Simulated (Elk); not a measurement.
# How Ta absorbs and reflects light

Aim: the dielectric function of Ta, and the optical constants that follow from it.

Calculated with Elk 11.2.3 (patched build); DFT, PBE, all-electron APW+lo, Dirac cores, scalar-relativistic bands, independent-particle optical response without local fields.

## (1) The starting structure

Symmetry: Im-3m, No. 229, cubic system. The conventional cell has a = 3.303 Å, b = 3.303 Å, c = 3.303 Å, α = 90.00°, β = 90.00°, γ = 90.00°. Nearest to Ta lie 8 Ta at 2.86 Å.

## (2) Ground state

The self-consistent density comes first; it also tells whether there is a gap, which decides the occupations and the need for a Drude term.

This step: DFT, PBE, all-electron APW+lo, Dirac cores, scalar-relativistic bands, ground state (Elk 11.2.3 (patched build)).

elk.in

```
tasks
  0
  120

xctype
  20

nempty
  10

lorbcnd
  .true.

rgkmax
  7.0

swidth
  0.0018375

maxscl
  100

epsengy
  1e-05

sppath
  './'

avec
  -3.120466955072 3.120466955072 3.120466955072
  3.120466955072 -3.120466955072 3.120466955072
  3.120466955072 3.120466955072 -3.120466955072

atoms
  1
  'Ta.in'
  1
  0.000000000000 0.000000000000 0.000000000000   0.000 0.000 0.000

ngridk
  17 17 17
```

Started as:

```bash
$ OMP_NUM_THREADS=4 elk
```

Output:

```text
┌─────────────────────────┐
│ Elk code version 11.2.3 │
└─────────────────────────┘

All units are atomic (Hartree, Bohr, etc.)

┌─────────────────────────────────────────────────┐
│ Ground-state run starting from atomic densities │
└─────────────────────────────────────────────────┘

Lattice vectors :
  -3.120466955       3.120466955       3.120466955
   3.120466955      -3.120466955       3.120466955
   3.120466955       3.120466955      -3.120466955

Reciprocal lattice vectors :
 -0.2332466050E-16   1.006770044       1.006770044
   1.006770044     -0.2332466050E-16   1.006770044
   1.006770044       1.006770044     -0.2332466050E-16

Unit cell volume      :    121.5398665
Brillouin zone volume :    2.040895885

Muffin-tin inner radius fraction :   0.1000000000E-01

Nuclei treated as point charges

Species : 1 (Ta)
 parameters loaded from : Ta.in
 name : tantalum
 nuclear charge    :   -73.00000000
 electronic charge :    73.00000000
 atomic mass :    329847.8435
 muffin-tin radius :    2.677403655
 number of radial points in muffin-tin :   1393
 inner part over the whole radius :   0.9933286392E-02
 number on inner part of muffin-tin    :    998
 approximate nuclear radius :   0.1005189763E-03
 number of mesh points to nuclear radius :    520
 atomic positions (lattice), magnetic fields (Cartesian) :
  1 :   0.00000000  0.00000000  0.00000000    0.00000000  0.00000000  0.00000000

Total number of atoms per unit cell :    1
Total muffin-tin volume :    80.39520833
 ratio of muffin-tin to unit cell volume :   0.6614719158

Spin treatment :
 spin-unpolarised

Number of Bravais lattice symmetries :   48
Number of crystal symmetries         :   48
Crystal has inversion symmetry
Real symmetric eigensolver will be used

k-point grid :     17    17    17
k-point offset :    0.000000000       0.000000000       0.000000000
k-point set is reduced with full crystal symmetry group
Total number of k-points :      165

Muffin-tin radius times maximum |G+k| :    7.000000000
 using average radius
Maximum |G+k| for APW functions       :    2.614473162
Maximum (1/2)|G+k|²                   :    3.417734958
Maximum |G| for potential and density :    12.00000000
Constant for pseudocharge density :    8
 order of it for each species :   15
 order of it for pair densities of each species (exact exchange by exxq0 0: 15) :   10
Radial integration step length :    1

G-vector grid sizes :     21    21    21
Number of G-vectors :     3559

Maximum angular momentum used for
 APW functions            :    8
 outer part of muffin-tin :    6
 inner part of muffin-tin :    2

Total nuclear charge    :   -73.00000000
Total core charge       :    46.00000000
Total valence charge    :    27.00000000
Total excess charge     :    0.000000000
Total electronic charge :    73.00000000

Effective Wigner radius, rₛ :   0.7352512336

Number of empty states         :     10
Total number of valence states :     24
Total number of core states    :     46

Conduction state local-orbitals added automatically
Third-order local-orbitals added for an l without core states : F
Total number of local-orbitals :     76

Exchange-correlation functional :     20     0     0
 Perdew-Burke-Ernzerhof, Phys. Rev. Lett. 77, 3865 (1996)
 gradient requirement :    1
 generalised gradient approximation (GGA)

Smearing type :    3
 Fermi-Dirac
Smearing width :   0.1837500000E-02
Effective electronic temperature (K) :    580.2366081

Mixing type :    3
 Broyden mixing, J. Phys. A: Math. Gen. 17, L317 (1984)

Kohn-Sham potential initialised from atomic data

┌──────────────────────────────┐
│ Self-consistent loop started │
└──────────────────────────────┘

┌─────────────────┐
│ Loop number : 1 │
└─────────────────┘

Energies :
 Fermi                       :     0.259405
 sum of occupied eigenvalues :     -9562.7456616081
 electron kinetic            :      17537.770286058
 core electron kinetic       :      16953.235728469
 Coulomb                     :     -32846.735944764
 Coulomb potential           :     -26687.231108592
 nuclear-nuclear             :     -1553.7318077017
 electron-nuclear            :     -35935.768201517
 Hartree                     :      4642.7640644541
 Madelung                    :     -19503.120390468
 xc potential                :     -413.28483907388
 exchange                    :     -312.98282210984
 correlation                 :     -4.426679
 electron entropic           :    -0.371608E-03
 total energy                :     -15626.375531252

Density of states at Fermi energy :    33.37763331
 (states/Hartree/unit cell)

Estimated indirect band gap :   0.1759786844E-02
 from k-point 101 to k-point 126
Estimated direct band gap   :   0.2645252507E-02
 at k-point 35

Charges :
 core                        :    46.00000000
 valence                     :    27.00000000
 interstitial                :    1.617616363
 muffin-tins (core leakage)
  species : 1 (Ta)
   atom 1                    :    71.38238364     (  0.1619549792E-06)
 total in muffin-tins        :    71.38238364
 total calculated charge     :    73.00002897
 total charge                :    73.00000000
 error                       :   0.2897391312E-04

┌─────────────────┐
│ Loop number : 2 │
└─────────────────┘

Energies :
 Fermi                       :     0.260607
 sum of occupied eigenvalues :     -9562.7605561215
 electron kinetic            :      17537.757547723
 core electron kinetic       :      16953.171890903
 Coulomb                     :     -32846.862352182
 Coulomb potential           :     -26687.147284604
 nuclear-nuclear             :     -1553.7318077017
 electron-nuclear            :     -35936.105910510
 Hartree                     :      4642.9753660301
 Madelung                    :     -19503.288709880
 xc potential                :     -413.37081924072
 exchange                    :     -312.98881811818
 correlation                 :     -4.426710
 electron entropic           :    -0.371878E-03
 total energy                :     -15626.520704180

Density of states at Fermi energy :    33.40638718
 (states/Hartree/unit cell)

Estimated indirect band gap :   0.1717668077E-02
 from k-point 58 to k-point 126
Estimated direct band gap   :   0.2658568209E-02
 at k-point 35

Charges :
 core                        :    46.00000000
 valence                     :    27.00000000
 interstitial                :    1.616143144
 muffin-tins (core leakage)
  species : 1 (Ta)
   atom 1                    :    71.38385686     (  0.1612599760E-06)
 total in muffin-tins        :    71.38385686
 total calculated charge     :    73.00002958
 total charge                :    73.00000000
 error                       :   0.2958470104E-04

RMS change in Kohn-Sham potential (target) :   0.1611504942     (  0.1000000000E-05)
Absolute change in total energy (target)   :   0.1451729285     (  0.1000000000E-04)

[... 11 loops left out ...]

┌──────────────────┐
│ Loop number : 14 │
└──────────────────┘

Energies :
 Fermi                       :     0.403060
 sum of occupied eigenvalues :     -9556.3884173362
 electron kinetic            :      17542.073019230
 core electron kinetic       :      16953.280486938
 Coulomb                     :     -32850.548738085
 Coulomb potential           :     -26682.908926370
 nuclear-nuclear             :     -1553.7318077017
 electron-nuclear            :     -35947.920600072
 Hartree                     :      4651.1036696888
 Madelung                    :     -19509.094274900
 xc potential                :     -415.55251019691
 exchange                    :     -313.20789522241
 correlation                 :     -4.427204
 electron entropic           :    -0.391526E-03
 total energy                :     -15626.111209693

Density of states at Fermi energy :    35.32463103
 (states/Hartree/unit cell)

Estimated indirect band gap :   0.9649304970E-03
 from k-point 132 to k-point 105
Estimated direct band gap   :   0.3460914191E-02
 at k-point 95

Charges :
 core                        :    46.00000000
 valence                     :    27.00000000
 interstitial                :    1.520974664
 muffin-tins (core leakage)
  species : 1 (Ta)
   atom 1                    :    71.47902534     (  0.1336187054E-06)
 total in muffin-tins        :    71.47902534
 total calculated charge     :    73.00006184
 total charge                :    73.00000000
 error                       :   0.6184189962E-04

RMS change in Kohn-Sham potential (target) :   0.1978292506E-06 (  0.1000000000E-05)
Absolute change in total energy (target)   :   0.6354424841E-05 (  0.1000000000E-04)

Convergence targets achieved

┌──────────────────┐
│ Loop number : 15 │
└──────────────────┘

Energies :
 Fermi                       :     0.403060
 sum of occupied eigenvalues :     -9556.3884270314
 electron kinetic            :      17542.073007471
 core electron kinetic       :      16953.280477733
 Coulomb                     :     -32850.548734019
 Coulomb potential           :     -26682.908923388
 nuclear-nuclear             :     -1553.7318077017
 electron-nuclear            :     -35947.920595506
 Hartree                     :      4651.1036691883
 Madelung                    :     -19509.094272325
 xc potential                :     -415.55251111435
 exchange                    :     -313.20789518933
 correlation                 :     -4.427204
 electron entropic           :    -0.391526E-03
 total energy                :     -15626.111217353

Density of states at Fermi energy :    35.32462935
 (states/Hartree/unit cell)

Estimated indirect band gap :   0.9649315450E-03
 from k-point 132 to k-point 105
Estimated direct band gap   :   0.3460912956E-02
 at k-point 95

Charges :
 core                        :    46.00000000
 valence                     :    27.00000000
 interstitial                :    1.520974659
 muffin-tins (core leakage)
  species : 1 (Ta)
   atom 1                    :    71.47902534     (  0.1336201834E-06)
 total in muffin-tins        :    71.47902534
 total calculated charge     :    73.00006184
 total charge                :    73.00000000
 error                       :   0.6184188987E-04

┌──────────────────────────────┐
│ Self-consistent loop stopped │
└──────────────────────────────┘

Wrote STATE.OUT
```

It took 11 s on 4 threads of Intel Xeon 6975P-C (Granite Rapids), shared host; peak memory 0.08 GiB.

Numbers from this step:

```
total energy           : -15626 Ha
Fermi energy           : 10.97 eV
DOS at the Fermi level : 1.298 states/eV/cell
```

There are states at the Fermi level within the smearing, so the occupations stay smeared and the carriers get a Drude term.

## (3) Independent particles

With the density converged, the vertical transitions are summed over the zone.

This step: DFT, PBE, all-electron APW+lo, Dirac cores, scalar-relativistic bands, independent-particle optical response without local fields (Elk 11.2.3 (patched build)).

elk.in: that of step 2 with these lines changed.

```diff
@@ -1,4 +1,9 @@
 tasks
-  0
-  120
+  121
+
+optcomp
+  1 1
+
+intraband
+  .true.
 
@@ -17,9 +22,7 @@
 swidth
-  0.0018375
+  0.0055124
 
-maxscl
-  100
-
-epsengy
-  1e-05
+wplot
+  400 100 0
+  0.0 0.51449
```

Started as:

```bash
$ OMP_NUM_THREADS=4 elk
```

Output:

```text
┌─────────────────────────────────┐
│ Elk code version 11.2.3 started │
└─────────────────────────────────┘

Info(readinput): the functional depends on the density's gradient
 muffin-tin radial points multiplied by    2.00000
 (not where nrmtscf is given)

┌────────────────────┐
│ Current task : 121 │
└────────────────────┘
Info(checkmt): changed muffin-tin radius of species 1 (Ta) from   2.8000 to   2.6774

Info(dielectric):
 dielectric tensor written to EPSILON_ij.OUT
 optical conductivity written to SIGMA_ij.OUT
 plasma frequency written to PLASMA_ij.OUT
 for components
  i = 1, j = 1

┌──────────────────┐
│ Elk code stopped │
└──────────────────┘
```

Run time: 2.2 s. Hardware: 4 threads; peak memory 0.03 GiB.

Read-outs:

| Item | Value |
| --- | --- |
| Drude plasma energy, first axis | 8.387 eV |

Sum at mesh points, not converged in k. The Im ε, E ∥ x by photon energy; read off at these points:

```csv
photon energy (eV),"Im ε, E ∥ x"
0.5,82.5
1.0,15.7
1.5,10.7
2.0,10.3
2.5,10.7
3.0,15.9
3.5,13.1
4.0,14.3
4.5,13.9
5.0,16.3
5.5,19.1
6.0,9.83
6.5,7.38
7.0,4.10
7.5,3.85
8.0,3.82
8.5,3.35
9.0,4.58
9.5,3.58
10.0,3.45
10.5,2.76
11.0,3.05
11.5,2.08
12.0,2.59
12.5,2.21
13.0,1.82
13.5,2.03
```

Values under 1 per cm are given as 1; sum at mesh points, not converged in k. Table of absorption coefficient, E ∥ x by photon energy:

photon energy (eV), log10 absorption coefficient, E ∥ x (1/cm) and a bar from the least value:
```
    0.490        5.9 ###########
    1.015        5.9 #########
    1.505        5.8 ######
    1.995        5.7 
    2.485        5.7 #
    3.010        5.9 #########
    3.500        5.9 ############
    3.990        6.0 ###############
    4.515        6.0 ################
    5.005        6.1 ####################
    5.495        6.3 ##############################
    5.985        6.3 ##############################
    6.510        6.3 #############################
    7.000        6.2 ##########################
    7.490        6.2 #########################
    8.015        6.2 ########################
    8.505        6.1 #####################
    8.995        6.2 ##########################
    9.485        6.2 #########################
   10.010        6.3 ############################
   10.500        6.2 ##########################
   10.990        6.2 ##########################
   11.515        6.2 ##########################
   12.005        6.2 #########################
   12.495        6.2 ###########################
   12.985        6.1 ######################
   13.510        6.2 ########################
```

The loss function −Im 1/ε at q → 0, E ∥ x has structure finer than the step of the table below, so its rows give means over 0.5 eV. Peaks (eV: height): 8.54: 0.264, 10.85: 0.309, 11.76: 0.424, 12.91: 0.548.

Sum at mesh points, not converged in k. Table of loss function −Im 1/ε at q → 0, E ∥ x by energy loss; means over each step:

energy loss (eV), loss function −Im 1/ε at q → 0, E ∥ x and a bar:
```
      1.0      0.007 
      1.5      0.035 ##
      2.0      0.092 #####
      2.5      0.074 ####
      3.0      0.056 ###
      3.5      0.070 ####
      4.0      0.071 ####
      4.5      0.067 ####
      5.0      0.055 ###
      5.5      0.045 ##
      6.0      0.055 ###
      6.5      0.070 ####
      7.0      0.095 #####
      7.5      0.149 #########
      8.0      0.186 ###########
      8.5      0.233 ##############
      9.0      0.183 ###########
      9.5      0.209 #############
     10.0      0.208 ############
     10.5      0.251 ###############
     11.0      0.274 #################
     11.5      0.324 ####################
     12.0      0.363 ######################
     12.5      0.342 #####################
     13.0      0.492 ##############################
     13.5      0.438 ###########################
```

Sum at mesh points, not converged in k. Reflectivity at normal incidence, E ∥ x against photon energy; read off at these points:

```csv
photon energy (eV),"reflectivity at normal incidence, E ∥ x (%)"
0.50,96.0
1.00,92.4
1.50,76.8
2.00,43.1
2.50,37.8
3.00,45.7
3.32,49.2
3.50,45.1
4.00,44.9
4.50,43.4
5.00,46.4
5.50,61.7
6.00,66.9
6.50,63.9
7.00,64.2
7.50,54.4
8.00,46.2
8.50,36.8
9.00,41.5
9.50,41.1
10.00,46.8
10.50,44.8
11.00,36.1
11.24,45.8
11.50,42.4
12.00,29.9
12.50,39.0
12.64,40.8
13.00,26.0
13.50,26.8
```

From ε follow the optical constants at some laser lines:

```
wavelength (nm)     n      k  R (%)     1/α
           1550  1.39  9.549   94.2   13 nm
           1064  1.19  5.832   87.7   15 nm
            800  1.29  3.911   74.8   16 nm
            633  2.13  2.335   44.1   22 nm
            365  2.79  2.687   48.3   11 nm
            308  2.93  2.436   45.2   10 nm
            193  1.32  2.970   62.8  5.2 nm
```

In reflection the computed colour is light grey: x = 0.317, y = 0.322, luminous reflectivity 41 %.

## (4) What came out

```
Drude plasma energy, first axis : 8.39 eV
```

At this level (PBE, independent particles) Ta is a metal with a Drude plasma energy of 8.4 eV. The mesh is too coarse to trust the carriers' weight, the reflectivity or the colour to better than tens of per cent. Along x the bare Drude plasma energy is 8.4 eV; Re ε first rises through zero at 2.02 eV, far lower, because interband transitions screen the carriers. Im ε is 10 there, so the loss peak at that energy is weak. In reflection the computed colour is light grey: x = 0.317, y = 0.322, luminous reflectivity 41 %. The carriers' damping of 0.15 eV is typed, not computed; at 0.8 eV the carriers give 75 % of Im ε, the rest is interband. Spin-orbit coupling is left out although heavy atoms are present. The sum runs over mesh points 0.16 Å⁻¹ apart with no interpolation, so peaks are partly noise of the mesh, and the Drude plasma energy, a sum over the Fermi surface, isn't converged.

[Long decimals in the printed logs are rounded to 6 places.]

[Machine, clock and banner lines and Python warnings are left out of the logs.]

[Logs are printed without paths, hosts, clocks, repeated set-up lines and the standing remarks that a program may print on its own settings, such as how far it seeks lower states.]

[Hosts, paths, dates, database ids (printed as entryN), source tags and the programs' standing remarks are cut or masked in the printed files.]

[Where Elk ran, warnings of its patched build on accuracy (core leakage, angular cutoffs, spin-orbit splittings, empty states, lower magnetic states) are left out.]

[Where the starting crystal was built by hand or by swapping elements, it need not be the compound's stable phase.]

[The count of steps not shown may lack steps that the program refused or didn't finish.]
